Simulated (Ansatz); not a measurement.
# Ti2CF2 monolayer: from the cell to its phonons

Task: relax Ti2CF2 monolayer, then find its harmonic phonons.

Calculated with Ansatz 0.2.0; DFT PBEsol, scalar-relativistic, plane waves, PAW.

### Step 1. The starting structure

The cell holds 5 atoms: 1 C, 2 Ti and 2 F. Its edges and angles: a = 3.040 Å, b = 3.040 Å, c = 20.000 Å, α = 90.0°, β = 90.0°, γ = 120.0°. Vacuum lies along c.

### Step 2. Coarse relaxation

A rough relaxation comes first, because large forces or stress need no tight tolerances yet.

The program solves this slab on a cell height of its own, 33.2 Å, in place of the one typed.

Input file input.yaml:

```yaml
crystal:
  lattice:
    - [3.04, 0.0, 0.0]
    - [-1.52, 2.63272, 0.0]
    - [0.0, 0.0, 20.0]
  atoms:
    - { symbol: C, position: [0.0, 0.0, 0.5] }
    - { symbol: Ti, position: [0.333333, 0.666667, 0.56] }
    - { symbol: Ti, position: [0.666667, 0.333333, 0.44] }
    - { symbol: F, position: [0.666667, 0.333333, 0.6175] }
    - { symbol: F, position: [0.333333, 0.666667, 0.3825] }
  periodic: [true, true, false]
kpoints:
  mp_grid: { grid: [9, 9, 1] }
hamiltonian:
  xc: pbesol
scf:
  occupations: { method: gaussian, width: 0.1 }
output:
  forces: true
  stress: true
  eigenvalues: true
relax:
  adjacent_minimum: "off"
  f_tol: 0.05
  max_steps: 80
  cell: { stress_2d_tol: 0.02 }
```

Command:

```console
$ ansatz run input.yaml --threads 8 --pin off --max-ram 14336MiB --backend cpu --events-out ev --progress --plain --runs-dir out
```

Numbers of over 12 decimals in the logs are rounded to 6 here.

Log:

```text
[...]
cell:  # Å, volume = 261.6659 Å³
    - [3.016749, 0, 0]
    - [-1.508374, 2.612581, 0]
    - [0, 0, 33.2]
  atoms:
    - { symbol: C, position: [0, 0, 0.301205] }
    - { symbol: Ti, position: [0.333333, 0.666667, 0.335346] }
    - { symbol: Ti, position: [0.666667, 0.333333, 0.267063] }
    - { symbol: F, position: [0.666667, 0.333333, 0.372595] }
    - { symbol: F, position: [0.333333, 0.666667, 0.229815] }
[key lines of the parts left out:]
SCF converged after 5 iterations
Free energy (F): -6801.058835 eV
Fermi energy:    -4.733252 eV
P = ½ c Tr σ = 0.0078 N/m
```

Wall time 7.3 s (8 threads of Arm Neoverse V2, shared host); peak memory 0.79 GiB.

This run has no spin polarisation, although Ti can carry a moment.

The steps of the relaxation:

```csv
step,energy less that of the first step (eV),largest force component (eV/Å),volume (Å³)
1,0.0000,2.2650,265.72
2,-0.1644,0.2938,264.50
3,-0.1805,0.0943,260.43
4,-0.1815,0.0095,261.75
5,-0.1814,0.0007,261.83
6*,-0.1789,0.0012,261.83
7,-0.1791,0.0010,261.67
8*,-0.1790,0.0010,261.67
```

Relaxation steps marked * repeat the geometry before them on a plane-wave basis chosen anew for their cell, so energy and pressure can jump there.

The run keeps the 12 symmetry operations that it works with, so distortions that break them were not tested.

```csv
cell as run,before,after,change
a (Å),3.040,3.017,-0.8 %
b (Å),3.040,3.017,-0.8 %
```

The atoms that moved most (Å, along periodic axes as changes of fractional coordinates times the final cell, across vacuum about the mean position):

```csv
atom,dx,dy,dz,length
Ti2,0.000,0.000,-0.067,0.067
Ti3,0.000,0.000,0.067,0.067
F4,0.000,0.000,0.020,0.020
F5,0.000,0.000,-0.020,0.020
```

The relaxed structure:

```xyz
5
Lattice="3.0167 0.0000 0.0000 -1.5084 2.6126 0.0000 0.0000 0.0000 33.2000" Properties=species:S:1:pos:R:3
C     0.0000    0.0000   10.0000
Ti    0.0000    1.7417   11.1335
Ti    1.5084    0.8709    8.8665
F     1.5084    0.8709   12.3701
F     0.0000    1.7417    7.6299
```

This step gave:

* gap on the k-mesh: 0 eV
* area per atom: 1.576 Å²

The relaxation ends with a largest force component of 1.0e-3 eV/Å.

### Step 3. Relaxation

The cell and atoms are relaxed, since residual forces and stress would shift the frequencies.

Input file input.yaml:

```yaml
crystal:
  lattice:
    - [3.0167489285, 0.0, 0.0]
    - [-1.5083744643, 2.612581209, 0.0]
    - [0.0, 0.0, 33.2]
  atoms:
    - { symbol: C, position: [0.0, 0.0, 0.3012048193] }
    - { symbol: Ti, position: [0.3333333333, 0.6666666667, 0.3353461421] }
    - { symbol: Ti, position: [0.6666666667, 0.3333333333, 0.2670634964] }
    - { symbol: F, position: [0.6666666667, 0.3333333333, 0.3725948427] }
    - { symbol: F, position: [0.3333333333, 0.6666666667, 0.2298147958] }
  periodic: [true, true, false]
kpoints:
  mp_grid: { grid: [15, 15, 1] }
hamiltonian:
  xc: pbesol
scf:
  occupations: { method: gaussian, width: 0.1 }
output:
  forces: true
  stress: true
  eigenvalues: true
  write_density: true
  write_potential: true
  elf: true
  volumetric_format: npy
relax:
  adjacent_minimum: "off"
  f_tol: 0.005
  max_steps: 80
  cell: { stress_2d_tol: 0.02 }
```

Log:

```text
[...]
Crystal: 5 atoms, lattice volume = 261.666 Å³
Basis set: ecut = 420 eV, 5031 PW (Γ), exchange–correlation on 48×48×450 points (8 copies of the dense FFT grid, shifted against one another)
Bands: 26, of which v1, the nominal top of the filled ones, is band 21 counted from 1 (20 counted from 0)
Symmetry: 12 space group operations
[...]
k-points: 27 of 225
[...]
SCF iter   1: F=—  HF=-6801.096502 eV  |F-HF|=—  |Δ(HF+E_count)|=         —  Δρ=6.55e-3  dr2=9.87e-2  ethr=1.77e-3  ⟨swp⟩=9.5  Hψ=4344  notcnv=0
[...]
SCF iter   9: F=-6801.073763 eV  HF=-6801.073763 eV  |F-HF|=7.87e-10  |Δ(HF+E_count)|=   3.17e-8  Δρ=1.71e-7  dr2=4.24e-11  ethr=3.40e-12  ⟨swp⟩=9.3  Hψ=5479  notcnv=0
SCF 1 converged in 9 iterations: F = -6801.073763 eV  dr2 = 4.24e-11
[...]
relax step   1: F+E_penalty+E_count = -6801.07376297 eV  Δ(F+E_penalty+E_count) = +0.000e0 eV  max|allowed force component| = 2.642e-2 eV/Å  Δτ_max = 0.0000 Å  P = -0.037 N/m  Ω = 261.666 Å³  fix = [c, alpha, beta]  reactions: c -0.000 N/m  (9 SCF iters, dr2 threshold 1.00e-7 eV, accepted)
Crystal: 5 atoms, lattice volume = 261.720 Å³
[...]
SCF iter   5: F=-6801.073742 eV  HF=-6801.073742 eV  |F-HF|=6.53e-9  |Δ(HF+E_count)|=   3.97e-8  Δρ=1.01e-6  dr2=2.11e-9  ethr=1.04e-10  ⟨swp⟩=12.6  Hψ=5823  notcnv=0
SCF 2 converged in 5 iterations: F = -6801.073742 eV  dr2 = 2.11e-9
relax step   2: F+E_penalty+E_count = -6801.07374203 eV  Δ(F+E_penalty+E_count) = +2.094e-5 eV  max|allowed force component| = 3.324e-3 eV/Å  Δτ_max = 0.0013 Å  P = -0.018 N/m  Ω = 261.720 Å³  energy of the carried Pulay correction = -4.083e-5 eV  fix = [c, alpha, beta]  reactions: c -0.000 N/m  (5 SCF iters, dr2 threshold 4.36e-8 eV, accepted)
[...]
SCF iter   1: F=—  HF=-6801.073781 eV  |F-HF|=—  |Δ(HF+E_count)|=         —  Δρ=1.33e-6  dr2=2.78e-9  ethr=5.37e-8  ⟨swp⟩=7.5  Hψ=8111  notcnv=0
eigensolver tolerance schedule: the retry pair's looser diagonalisation over-reported the residual by 8107.97 of it (diagonalisation noise at 0.16 of the residual, at the tolerance the schedule requests for it); recorded, not acted on — ethr = c·dr2/N_el stays at c = 1.0e-1
SCF iter   2: F=—  HF=-6801.073784 eV  |F-HF|=—  |Δ(HF+E_count)|=   2.07e-6  Δρ=1.43e-6  dr2=3.91e-9  ethr=6.62e-12  ⟨swp⟩=5.8  Hψ=2728  notcnv=0
[...]
SCF iter   6: F=-6801.073784 eV  HF=-6801.073784 eV  |F-HF|=2.91e-11  |Δ(HF+E_count)|=  3.91e-11  Δρ=1.96e-8  dr2=7.70e-13  ethr=1.00e-12  ⟨swp⟩=11.6  Hψ=4633  notcnv=0
SCF 3 converged in 6 iterations: F = -6801.073784 eV  dr2 = 7.70e-13
relax step   3: F+E_penalty+E_count = -6801.07378355 eV  Δ(F+E_penalty+E_count) = -4.151e-5 eV  max|allowed force component| = 3.317e-3 eV/Å  Δτ_max = 0.0000 Å  P = -0.016 N/m  Ω = 261.720 Å³  fix = [c, alpha, beta]  reactions: c -0.000 N/m  stress off target by 1.64e-2 N/m on what of the cell is left free  SCF on the basis re-selected at this cell (its energy is not comparable with the rows above)  (6 SCF iters)
basis re-selected at this cell: Δ(F+E_penalty+E_count) = -4.151e-5 eV, ΔP = +0.001 N/m vs the last step (what re-selecting the basis moved, of the pressure what is left beyond the Pulay correction that the steps carried, after the strain that the cell walked since its last selection, with what the two solves' SCF thresholds leave and, on support functions, any second-order correction that the steps lacked; it is no m [...]
WARN: The output density's exchange-correlation potential varies sharply where the density is thin. Do not read a vacuum level from v_tot or v_xc, or from such a field of the output density. On a cell that repeats whose density bears no net charge and no dipole along the vacuum's axis use v_es (v_loc + v_h of the components); under efield.dipole_correction with no amplitude use v_es + v_field, which holds any externa [...]
SCF converged after 6 iterations
Free energy (F): -6801.073784 eV
[...]
Internal energy: -6801.066414 eV  (E = F + TS)
E sigma→0 (E₀):  -6801.070099 eV
Entropy (-TS):   -0.007369 eV (-1.474 meV/atom)
Fermi energy:    -4.660319 eV
[...]
--- Forces (eV/Å), atoms counted from 1 ---
  atom   1  C      0.00000000     0.00000000     0.00000000
  atom   2  Ti     0.00000000     0.00000000     0.00331686
  atom   3  Ti     0.00000000    -0.00000000    -0.00331686
  atom   4  F      0.00000000    -0.00000000     0.00267191
  atom   5  F     -0.00000000     0.00000000    -0.00267191
  max |Σ_I F_I| component: 3.70e-17 eV/Å
--- 2D stress c σ (N/m, compression-positive) ---
       -0.016403      -0.000000       0.000000
       -0.000000      -0.016403      -0.000000
        0.000000      -0.000000      -0.000000
  P = ½ c Tr σ = -0.0164 N/m
--- Band table (eV; the first three rows and the last of 27) ---
  k-point 0: bands = [... 17 lower, -8.5791, -7.3510, -7.3510, -4.7249, -4.7249, -4.4629, -3.0240, -3.0240, ... 1 higher]
  k-point 1: bands = [... 17 lower, -8.5453, -7.5237, -7.3883, -4.8100, -4.6408, -4.4114, -3.0752, -3.0176, ... 1 higher]
  k-point 2: bands = [... 17 lower, -8.4765, -7.9385, -7.4761, -5.0789, -4.4084, -4.2296, -3.1317, -3.0258, ... 1 higher]
  k-point 26: bands = [... 17 lower, -9.1617, -9.1617, -8.1986, -4.2533, -3.6247, -3.6247, -2.6057, -2.6057, ... 1 higher]
--- Relaxed structure (2 steps of the walk, 2 accepted, 1 SCFs on fresh bases) ---
[...]
cell:  # Å, volume = 261.7202 Å³
    - [3.017062, 2.8870534269445927e-11, 0]
    - [-1.508531, 2.612853, 0]
    - [0, 0, 33.2]
  atoms:
    - { symbol: C, position: [0, 0, 0.30120481926] }
    - { symbol: Ti, position: [0.333333, 0.666667, 0.335307] }
    - { symbol: Ti, position: [0.666667, 0.333333, 0.267102] }
    - { symbol: F, position: [0.666667, 0.333333, 0.372557] }
    - { symbol: F, position: [0.333333, 0.666667, 0.229852] }
```

It took 6.2 s on 8 threads; peak memory 0.89 GiB; 44 s of CPU time.

Little changed from the start: no atom moved by 0.005 Å and no cell edge by 0.1 %.

Numbers from this step:

```yaml
area_per_atom: 1.577 Å²
```

Valence density in the ac plane at fractional y = 0.333, with atoms of Ti and F within 0.2 Å of it. It is the smooth field of the valence electrons, not physical close to the nuclei.

Ten steps, logarithmic in the rise over the least value, from '0' (0.00 × 1e0 e/Å³) to '9' (7.05 × 1e0 e/Å³), each cell a mean:
```
0000000000000000
0000000000000000
0000000000000000
0000000000000000
0000000000000000
0000000000000000
0000000000000000
0000000000000000
0000000000000000
0000000000000000
0000000000000000
0000000000000000
0000000000000000
0000000000000000
1100012467888643
3334333467887653
4444444333333333
3333334689999875
2333332223333222
0000000000000000
0000000000000000
0000000000000000
0000000000000000
0000000000000000
```
Columns run along a (3.0 Å), rows up along c (33.2 Å). Atoms in or near the plane, at fractional coordinates: Ti at (0.67, 0.27), F at (0.67, 0.37).

Electrostatic potential energy in the ac plane at fractional y = 0.333, with atoms of Ti and F within 0.2 Å of it. With pseudopotentials it is smooth inside the atoms' cores, unlike the true potential.

Ten even steps from '_' (-30 eV) to '@' (0 eV), each cell a mean:
```
@@@@@@@@@@@@@@@@@@@@@@@@@@@@@@@@
@@@@@@@@@@@@@@@@@@@@@@@@@@@@@@@@
@@@@@@@@@@@@@@@@@@@@@@@@@@@@@@@@
@@@@@@@@@@@@@@@@@@@@@@@@@@@@@@@@
@@@@@@@@@@@@@@@@@@@@@@@@@@@@@@@@
@@@@@@@@@@@@@@@@@@@@@@@@@@@@@@@@
@@@@@@@@@@@@@@@@@@@@@@@@@@@@@@@@
@@@@@@@@@@@@@@@@@@@@@@@@@@@@@@@@
@@@@@@@@@@@@@@@@@@@@@@@@@@@@@@@@
@@@@@@@@@@@@@@@@@@@@@@@@@@@@@@@@
@@@@@@@@@@@@@@@@@@@@@@@@@@@@@@@@
@@@@@@@@@@@@@@@@@@@@@@@@@@@@@@@@
@@@@@@@@@@@@@@@@@@@@@@@@@@@@@@@@
@@@@@@@@@@@@@@@@@@@@@@@@@@@@@@@@
@@@@@@@@@@@@@@%%**++====++++##@@
**++++++++**##**++========++**##
##****++****########****########
**##%%%%##**==..______________::
%%%%%%%%%%%%%%%%##********####%%
@@@@@@@@@@@@@@@@@@@@@@@@@@@@@@@@
@@@@@@@@@@@@@@@@@@@@@@@@@@@@@@@@
@@@@@@@@@@@@@@@@@@@@@@@@@@@@@@@@
@@@@@@@@@@@@@@@@@@@@@@@@@@@@@@@@
@@@@@@@@@@@@@@@@@@@@@@@@@@@@@@@@
```
Columns run along a (3.0 Å; values clipped at the 3rd and 97th percentile), rows up along c (33.2 Å). Atoms in or near the plane, at fractional coordinates: Ti at (0.67, 0.27), F at (0.67, 0.37).

ELF in the ac plane at fractional y = 0.333, with atoms of Ti and F within 0.2 Å of it. It is the smooth field of the valence electrons, not physical close to the nuclei.

Ten even steps from '_' (0.00) to '@' (0.65), each cell a mean:
```
________________________________
________________________________
________________________________
________________________________
________________________________
________________________________
________________________________
________________________________
________________________________
________________________________
________________________________
________________________________
________________________________
________________________________
--..______::++%%@@@@@@@@@@@@%%**
::..::::::::--++############**==
**########**++==------------==++
::--==++==::::++%%##++++##%%##--
==**######++--................::
__........______________________
________________________________
________________________________
________________________________
________________________________
```
Columns run along a (3.0 Å), rows up along c (33.2 Å). Atoms in or near the plane, at fractional coordinates: Ti at (0.67, 0.27), F at (0.67, 0.37).

(Continued in part 2 of 3.)

[Logs are printed without paths, hosts, clocks, repeated set-up lines and the standing remarks that a program may print on its own settings, such as how far it seeks lower states.]

[Hosts, paths, dates, database ids (printed as entryN), source tags and the programs' standing remarks are cut or masked in the printed files.]
